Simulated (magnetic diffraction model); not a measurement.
# Magnetic neutron pattern of Cs11Ho3SiGe3

Space group P6_3/mmc (no. 194), a = 13.3890 Å, c = 13.9530 Å.

```csv
site,atom,x,y,z
6h,Ho,0.8031,0.1969,3/4
4f,Cs,1/3,2/3,0.5081
6h,Cs,0.4347,0.5653,3/4
12k,Cs,0.1523,0.8477,0.9077
6g,Ge,1/2,1/2,1/2
2b,Si,0,0,3/4
```

The compound is invented for this exercise: a known structure type with other elements, its cell scaled to their sizes and not relaxed.

Only Ho is taken to order (form factors of Ho3+); orders and moment sizes are assumed, and not adapted to the symmetry. Radiation: neutrons of λ = 4.2 Å, 5° to 65°; isotropic B of 0.08 Å² (Ho), 0.09 Å² (Cs), 0.12 Å² (Ge) and 0.17 Å² (Si). The intensities are simulated: I ∝ L Σ (|F_N|² + |F_M⊥|²) for unpolarised neutrons, with F_M = 2.695 fm/μB × Σ f(s) S exp(2πi Q·r) exp(−B s²) at Q = H ± k (one set where k and −k are equivalent), only the part normal to Q counting and L = 1/(sin²θ cos θ). For collinear order S is the moment m, which repeats by lattice and centring translations R with the sign exp(−2πi k·R). Form factors are spin-only for 3d ions and dipole or tabulated for f ions, scattering lengths are Sears's of 1992, and absorption is left out. A label names one of the reflections at its angle. The strongest nuclear line in the range is 100, and lines under 0.2 are left out.

Assume the order k = (1/2 0 0), collinear moments along [001], 9.1 μB on Ho; signs + at (0.8031, 0.1969, 3/4), + at (0.1969, 0.8031, 1/4), + at (0.3938, 0.1969, 3/4), + at (0.6062, 0.8031, 1/4), + at (0.8031, 0.6062, 3/4), + at (0.1969, 0.3938, 1/4).

Q: Where does magnetic intensity appear, and how strong is it?

| 2θ (°) | index | nuclear | magnetic |
| --- | --- | --- | --- |
| 10.39 | (1/2 0 0) | 0.0 | 5593.7 |
| 20.23 | (1/2 0 1) | 0.0 | 302.6 |
| 20.87 | (1 0 0) | 100.0 | 0.0 |
| 25.11 | (1/2 -1 1) | 0.0 | 557.7 |
| 27.24 | (1 0 1) | 14.0 | 0.0 |
| 27.72 | (1/2 1 0) | 0.0 | 2.8 |
| 31.53 | (3/2 0 0) | 0.0 | 267.9 |
| 32.87 | (1/2 1 1) | 0.0 | 134.6 |
| 35.04 | (0 0 2) | 3.0 | 0.0 |
| 36.19 | (3/2 0 1) | 0.0 | 12.9 |
| 36.56 | (1 1 0) | 26.4 | 0.0 |
| 36.64 | (1/2 0 2) | 0.0 | 77.4 |
| 41.13 | (1 0 2) | 42.5 | 0.0 |
| 42.14 | (3/2 -2 1) | 0.0 | 769.0 |
| 42.47 | (2 0 0) | 6.4 | 0.0 |
| 45.25 | (1/2 1 2) | 0.0 | 0.8 |
| 46.19 | (2 0 1) | 24.1 | 0.0 |
| 46.50 | (3/2 1 0) | 0.0 | 234.1 |
| 47.84 | (3/2 0 2) | 0.0 | 108.9 |
| 49.03 | (1/2 2 0) | 0.0 | 565.9 |
| 49.98 | (3/2 1 1) | 0.0 | 8.8 |
| 51.54 | (1 1 2) | 2.1 | 0.0 |
| 52.39 | (1/2 2 1) | 0.0 | 330.2 |
| 54.84 | (1/2 0 3) | 0.0 | 6.5 |
| 56.19 | (2 0 2) | 81.6 | 0.0 |
| 57.00 | (5/2 0 1) | 0.0 | 749.6 |
| 57.11 | (1/2 -1 3) | 0.0 | 24.3 |
| 57.26 | (2 1 0) | 0.7 | 0.0 |
| 58.22 | (1 0 3) | 57.3 | 0.0 |
| 59.21 | (3/2 -3 1) | 0.0 | 20.4 |
| 59.52 | (3/2 1 2) | 0.0 | 189.9 |
| 60.30 | (2 1 1) | 1.2 | 0.0 |
| 60.55 | (5/2 -3 0) | 0.0 | 349.7 |
| 61.48 | (1/2 1 3) | 0.0 | 12.9 |
| 61.68 | (1/2 2 2) | 0.0 | 493.6 |
| 63.49 | (5/2 -3 1) | 0.0 | 232.1 |
| 63.60 | (3/2 0 3) | 0.0 | 1.6 |

The strongest magnetic line in the range is (1/2 0 0) at 10.39° (5593.7). On top of the Lorentz factor, which all lines share, magnetic lines fade with angle because f falls: for Ho3+ it is 0.96, 0.85, 0.71 and 0.44 at sin θ/λ = 0.1, 0.2, 0.3 and 0.5 Å⁻¹, while nuclear lengths stay constant. The order has no net moment.

[Logs are printed without paths, hosts, clocks, repeated set-up lines and the standing remarks that a program may print on its own settings, such as how far it seeks lower states.]
